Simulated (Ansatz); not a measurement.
# ZrZnAu in the AlB2 type: phonon-mediated transition temperature

Wanted: λ, ω_log and Tc of ZrZnAu in the AlB2 type. The cell shown first is a relaxed one, from steps not shown here.

Program: Ansatz 0.2.0. Level of theory: DFT LDA, scalar-relativistic, plane waves, PAW; PAW set soft_1. Results are calculated unless marked as measured.

Most raw output is cut from this account.

The structure was built from a prototype and need not be the compound's stable phase.

## (1) The cell after earlier relaxation steps

It takes space group P-6m2 (No. 187, hexagonal). The conventional cell has a = 4.449 Å, b = 4.449 Å, c = 2.924 Å, α = 90.00°, β = 90.00°, γ = 120.00°. Nearest to Zr lie 2 Zr at 2.92 Å and 6 Zn at 2.96 Å and 6 Au at 2.96 Å. Zn has 3 Au at 2.57 Å and 2 Zn at 2.92 Å and 6 Zr at 2.96 Å nearest. Nearest to Au lie 3 Zn at 2.57 Å and 2 Au at 2.92 Å and 6 Zr at 2.96 Å. Farther neighbours are not listed.

## (2) Resistivity: q 3×3×2, k 6×6×8, scattering 8×8×12

The run that gives the couplings also evaluates McMillan's and Allen and Dynes's formulas and, where asked, the Eliashberg equations, over a range of μ*.

File input.yaml:

```yaml
crystal:
  lattice:
    - [4.4486886304, 0.0, 0.0]
    - [-2.2243443152, 3.8526773675, 0.0]
    - [0.0, 0.0, 2.923945675]
  atoms:
    - { symbol: Zr, position: [0.0, 0.0, 0.0] }
    - { symbol: Zn, position: [0.3333333333, 0.6666666667, 0.5] }
    - { symbol: Au, position: [0.6666666667, 0.3333333333, 0.5] }
kpoints:
  mp_grid: { grid: [6, 6, 8] }
hamiltonian:
  xc: lda
  pseudopotentials: { kind: paw, azcp: { folder: soft_1 }, xc_functional: pbe }
scf:
  occupations: { method: methfessel_paxton, width: 0.2 }
output:
  eigenvalues: true
phonons:
  method: dfpt
  qmesh: [3, 3, 2]
  temperatures: { t_max: 1000, t_step: 50 }
  qpath:
    path:
      - [[0.0, 0.0, 0.0], [0.5, 0.0, 0.0], [0.33333333, 0.33333333, 0.0], [0.0, 0.0, 0.0], [0.0, 0.0, 0.5], [0.5, 0.0, 0.5], [0.33333333, 0.33333333, 0.5], [0.0, 0.0, 0.5]]
      - [[0.5, 0.0, 0.5], [0.5, 0.0, 0.0]]
      - [[0.33333333, 0.33333333, 0.5], [0.33333333, 0.33333333, 0.0]]
    npoints: 10
  electrical_resistivity:
    mesh: [8, 8, 12]
    temperatures: [20.0, 50.0, 77.0, 100.0, 150.0, 200.0, 300.0, 400.0, 600.0, 800.0]
  superconductivity: { mesh: [8, 8, 12] }
```

Command:

```console
> ansatz run input.yaml --threads 4 --pin off --max-ram 12288MiB --backend cpu --events-out ev --progress --plain --runs-dir out
```

Wall time 3.8 min (4 threads of Intel Xeon Platinum 8259CL at 2.50GHz (Skylake/Cascade Lake), shared host); peak memory 0.78 GiB.

Numbers from this step:

- volume per atom: 16.70 Å³/atom
- metallic on mesh: yes
- gap on the k-mesh: 0 eV
- zero point energy: 0.07643 eV/cell
- share of imaginary modes in the plain interpolation between solved wavevectors: 0
- highest frequency, solved or plainly interpolated: 232.3 cm⁻¹
- Debye temperature (second moment): 273 K
- resistivity at 300 K: 36.24 μΩ cm, mean of the axes
- coupling constant λ: 0.4931
- density of states at the Fermi level: 0.7296 states/eV a spin and cell
- log mean phonon energy ħω_log: 14.02 meV
- transport coupling constant λ_tr: 0.4874, 0.4874, 0.5702 (xx, yy, zz)
- Drude plasma energy: 3.451, 3.451, 6.89 eV (xx, yy, zz)
- resistivity times mean free path: 23.02, 23.02, 5.987 × 10⁻¹⁶ Ω m² (xx, yy, zz)
- second-moment phonon energy ħω₂: 16.24 meV

Transition temperatures:

```tsv
μ*	McMillan Tc (K)	Allen–Dynes Tc (K)	isotropic Fermi-surface Tc (K)	isotropic full bandwidth Tc (K)	anisotropic Fermi-surface Tc (K)	anisotropic full bandwidth Tc (K)	anisotropic narrow window Tc (K)
0.08	2.49	2.55	2.36	2.36	2.46	2.46	2.46
0.1	1.87	1.91	1.72	1.72	1.81	1.81	1.81
0.12	1.34	1.37	1.2	1.2	1.28	1.28	1.28
0.13	1.11	1.13	0.981	0.983	1.06	1.06	1.06
0.14	0.91	0.926	0.792	0.793	0.866	0.868	0.867
0.16	0.574	0.584	0.489	0.491	0.553	0.554	0.553
0.2	0.168	0.17	0.142	0.143	0.18	0.181	0.181
```

## (3) Electron–phonon run: scattering mesh 12×12×16

The next rung changes the scattering mesh, which samples the Fermi surface.

Changes to input.yaml since step 2:

```diff
@@ -29,4 +29,4 @@
   electrical_resistivity:
-    mesh: [8, 8, 12]
+    mesh: [12, 12, 16]
     temperatures: [20.0, 50.0, 77.0, 100.0, 150.0, 200.0, 300.0, 400.0, 600.0, 800.0]
-  superconductivity: { mesh: [8, 8, 12] }
+  superconductivity: { mesh: [12, 12, 16] }
```

Wall time 4 min (4 threads); peak memory 1 GiB.

This step gave:

* resistivity at 300 K: 33.31 μΩ cm, mean of the axes
* coupling constant λ: 0.4885
* density of states at the Fermi level: 0.7382 states/eV a spin and cell
* log mean phonon energy ħω_log: 14.03 meV
* transport coupling constant λ_tr: 0.4835, 0.4835, 0.5484 (xx, yy, zz)
* Drude plasma energy: 3.569, 3.569, 7.444 eV (xx, yy, zz)
* resistivity times mean free path: 22.35, 22.35, 5.46 × 10⁻¹⁶ Ω m² (xx, yy, zz)
* second-moment phonon energy ħω₂: 16.25 meV

Transition temperatures:

```tsv
μ*	McMillan Tc (K)	Allen–Dynes Tc (K)	isotropic Fermi-surface Tc (K)	isotropic full bandwidth Tc (K)	anisotropic Fermi-surface Tc (K)	anisotropic full bandwidth Tc (K)	anisotropic narrow window Tc (K)
0.08	2.42	2.47	2.28	2.28	2.39	2.39	2.39
0.1	1.8	1.84	1.65	1.65	1.75	1.75	1.75
0.12	1.28	1.31	1.15	1.15	1.24	1.24	1.24
0.13	1.06	1.08	0.934	0.934	1.02	1.02	1.02
0.14	0.863	0.879	0.75	0.751	0.831	0.831	0.831
0.16	0.539	0.548	0.459	0.46	0.527	0.527	0.527
0.2	0.152	0.154	0.129	0.13	0.169	0.169	0.169
```

Between step 2 and this run (scattering mesh 12×12×16) the value for the coupling constant λ moves from 0.493 to 0.488.

## (4) Coupling and resistivity: q 3×3×3, k 9×9×9, scattering 12×12×16

The next rung changes the q mesh, which sets the reach of the force constants and couplings; the k mesh of the density and its response; the phonon self-energy between the q points, now taken in.

Changes to input.yaml since step 3:

```diff
@@ -10,3 +10,3 @@
 kpoints:
-  mp_grid: { grid: [6, 6, 8] }
+  mp_grid: { grid: [9, 9, 9] }
 hamiltonian:
@@ -20,3 +20,3 @@
   method: dfpt
-  qmesh: [3, 3, 2]
+  qmesh: [3, 3, 3]
   temperatures: { t_max: 1000, t_step: 50 }
```

The job ended after 20 min (4 threads; peak memory 7.3 GiB).

Numbers from this step:

```yaml
zero_point_energy: 0.07788 eV/cell
highest_frequency_solved_or_plainly_interpolated: 234.8 cm⁻¹
debye_temperature_second_moment: 278 K
resistivity_at_300_k: 36.85 μΩ cm, mean of the axes
coupling_constant_lambda: 0.566
density_of_states_at_the_fermi_level: 0.7351 states/eV a spin and cell
log_mean_phonon_energy_omega_log: 12.73 meV
transport_coupling_constant_lambda_tr: 0.5219, 0.5219, 0.724 (xx, yy, zz)
drude_plasma_energy: 3.547, 3.547, 7.436 eV (xx, yy, zz)
resistivity_times_mean_free_path: 22.59, 22.59, 5.47 × 10⁻¹⁶ Ω m² (xx, yy, zz)
second_moment_phonon_energy_omega: 14.83 meV
```

Transition temperatures:

```tsv
μ*	McMillan Tc (K)	Allen–Dynes Tc (K)	isotropic Fermi-surface Tc (K)	isotropic full bandwidth Tc (K)	anisotropic Fermi-surface Tc (K)	anisotropic full bandwidth Tc (K)	anisotropic narrow window Tc (K)
0.08	3.51	3.62	3.37	3.37	3.57	3.56	3.56
0.1	2.81	2.89	2.63	2.63	2.82	2.82	2.82
0.12	2.18	2.24	1.99	1.99	2.18	2.18	2.18
0.13	1.9	1.94	1.7	1.71	1.89	1.89	1.89
0.14	1.63	1.67	1.45	1.45	1.63	1.63	1.63
0.16	1.17	1.19	1.01	1.02	1.19	1.19	1.19
0.2	0.5	0.509	0.421	0.423	0.56	0.562	0.561
```

The Eliashberg function α²F has structure finer than the step of the table below, so its rows give means over 1 meV, whole bins alone (the curve runs from 0.115 to 29.4 meV). Peaks (meV: height): α²F 7.7: 0.285, 11.0: 0.253, 13.0: 0.409, 14.4: 0.349, 15.3: 0.490, 20.6: 0.551, 26.4: 0.215; α²F tr 7.7: 0.341, 11.0: 0.247, 13.3: 0.403, 14.4: 0.442, 15.3: 0.540, 20.6: 0.462, 26.4: 0.243.

Table of Eliashberg function α²F by phonon energy; means over each step:

```tsv
phonon energy (meV)	α²F	α²F tr
1	4.6e-5	3.5e-5
2	6.9e-4	4.7e-4
3	0.00239	0.00191
4	0.00559	0.00498
5	0.0113	0.0106
6	0.0234	0.0242
7	0.108	0.123
8	0.231	0.262
9	0.207	0.223
10	0.171	0.178
11	0.219	0.211
12	0.109	0.0885
13	0.331	0.325
14	0.246	0.294
15	0.357	0.399
16	0.249	0.269
17	0.142	0.155
18	0.134	0.158
19	0.187	0.220
20	0.336	0.339
21	0.262	0.234
22	0.146	0.103
23	0.0857	0.0538
24	0.0255	0.0185
25	0.0125	0.00801
26	0.0703	0.0727
27	0.121	0.139
28	0.0885	0.0844
```

The Eliashberg function α²F has structure finer than the step of the table below, so its rows give means over 2 meV, whole bins alone (the curve runs from 0.115 to 29.4 meV). Peaks (meV: height): α²F 13.0: 0.409, 14.4: 0.349, 15.3: 0.490, 20.6: 0.551; Zr 13.0: 0.145, 15.3: 0.341, 20.6: 0.483; Zn 8.9: 0.105, 11.0: 0.105, 26.4: 0.168, 28.0: 0.0608; Au 7.7: 0.193, 11.0: 0.122, 13.3: 0.215, 15.3: 0.111.

The Eliashberg function α²F by phonon energy; means over each step:

```tsv
phonon energy (meV)	α²F	Zr	Zn	Au
2	8.1e-4	1.9e-4	1.5e-4	4.6e-4
4	0.00590	0.00133	9.5e-4	0.00358
6	0.0300	0.00512	0.00664	0.0182
8	0.209	0.0197	0.0759	0.114
10	0.191	0.0201	0.0841	0.0872
12	0.176	0.0317	0.0543	0.0895
14	0.297	0.148	0.0356	0.113
16	0.264	0.191	0.0282	0.0448
18	0.144	0.107	0.0203	0.0166
20	0.311	0.251	0.0275	0.0326
22	0.138	0.106	0.0155	0.0160
24	0.0313	0.0216	0.00784	0.00187
26	0.0824	0.0126	0.0627	0.00718
28	0.0777	0.0257	0.0442	0.00776
```

Anisotropic full-bandwidth solution, weighted at the Fermi level. Gaps:

```tsv
mu*	T (K)	mean gap (meV)	5 % (meV)	95 % (meV)	mean Z
0.1	0.705	0.418	0.318	0.514	1.57
0.1	1.41	0.399	0.303	0.491	1.57
0.1	2.11	0.322	0.243	0.397	1.57
0.1	2.54	0.217	0.164	0.269	1.57
0.13	0.473	0.276	0.201	0.351	1.57
0.13	0.947	0.262	0.19	0.334	1.57
0.13	1.42	0.211	0.152	0.27	1.57
0.13	1.7	0.142	0.103	0.182	1.57
0.16	0.297	0.169	0.116	0.225	1.57
0.16	0.595	0.161	0.11	0.214	1.57
0.16	0.892	0.129	0.0886	0.172	1.57
0.16	1.07	0.0866	0.0598	0.116	1.57
```

The dTc/da2F by phonon energy:

```tsv
phonon energy (meV)	dTc/da2F (K/meV)
1	-
2	5.38
3	4.78
4	4.25
5	3.80
6	3.43
7	3.12
8	2.86
9	2.64
10	2.45
11	2.27
12	2.12
13	1.99
14	1.87
15	1.76
16	1.67
17	1.58
18	1.50
19	1.42
20	1.36
21	1.29
22	1.24
23	1.19
24	1.13
25	1.09
26	1.05
27	1.00
28	0.969
29	0.934
```

The share of the Fermi-level states by lambda of a state:

```tsv
lambda of a state	share of the Fermi-level states
0.342	0.0029
0.361	0
0.380	0
0.399	5.0e-4
0.418	0.0282
0.437	0.0383
0.456	0.0557
0.474	0.0682
0.493	0.0622
0.512	0.057
0.531	0.0905
0.550	0.120
0.569	0.0637
0.588	0.0779
0.607	0.0944
0.625	0.0274
0.644	0.03
0.663	0.0358
0.682	0.0415
0.701	0.0289
0.720	0.0282
0.739	0
0.758	0.0287
0.777	0.0202
```

## (5) Summary of results

| Quantity | Value |
| --- | --- |
| meshes | q 3×3×3, k 9×9×9, scattering 12×12×16 |
| coupling constant λ | 0.566 |
| log mean phonon energy ħω_log | 12.7 meV |
| Allen–Dynes Tc at μ* = 0.1 | 2.89 K |
| Allen–Dynes Tc at μ* = 0.13 | 1.94 K |
| anisotropic Eliashberg Tc at μ* = 0.1 | 2.82 K |
| anisotropic Eliashberg Tc at μ* = 0.13 | 1.89 K |

In words: In the last run (LDA, q 3×3×3, k 9×9×9, scattering 12×12×16), with λ = 0.57 and ħω_log = 12.7 meV, Tc at μ* = 0.13 is 1.9 K by McMillan's formula, 1.9 K by Allen and Dynes's and 1.9 K by the anisotropic Eliashberg equations. Raising μ* from 0.10 to 0.16 lowers the Allen–Dynes value from 2.9 to 1.2 K. The mean gap at a quarter of Tc gives 2Δ/k_B Tc = 3.39, against 3.53 in weak-coupling theory. The gap spreads from 0.20 to 0.35 meV over nine tenths of the Fermi surface. By the run's own test λ is not converged in the fine mesh: it moves by 11 % between the two finest, and by up to 24 % in the other runs. The run's transport test calls it not converged in the mesh; ρ(300 K) moves by 33 % in the component that moves most. Over the runs, λ takes the values 0.493, 0.488 and 0.566, in the order shown. No spin–orbit coupling, which matters for Au. The structure is a hand-built model. The compound is a prototype filled by a generator; whether it can be made, and whether it orders so, was not tested. μ* is a typed number, phonons are harmonic, and spin fluctuations are left out; at μ* = 0.13 McMillan's formula turns 1 % in λ into about 4.1 % in Tc.

[Logs are printed without paths, hosts, clocks, repeated set-up lines and the standing remarks that a program may print on its own settings, such as how far it seeks lower states.]

[Hosts, paths, dates, database ids (printed as entryN), source tags and the programs' standing remarks are cut or masked in the printed files.]
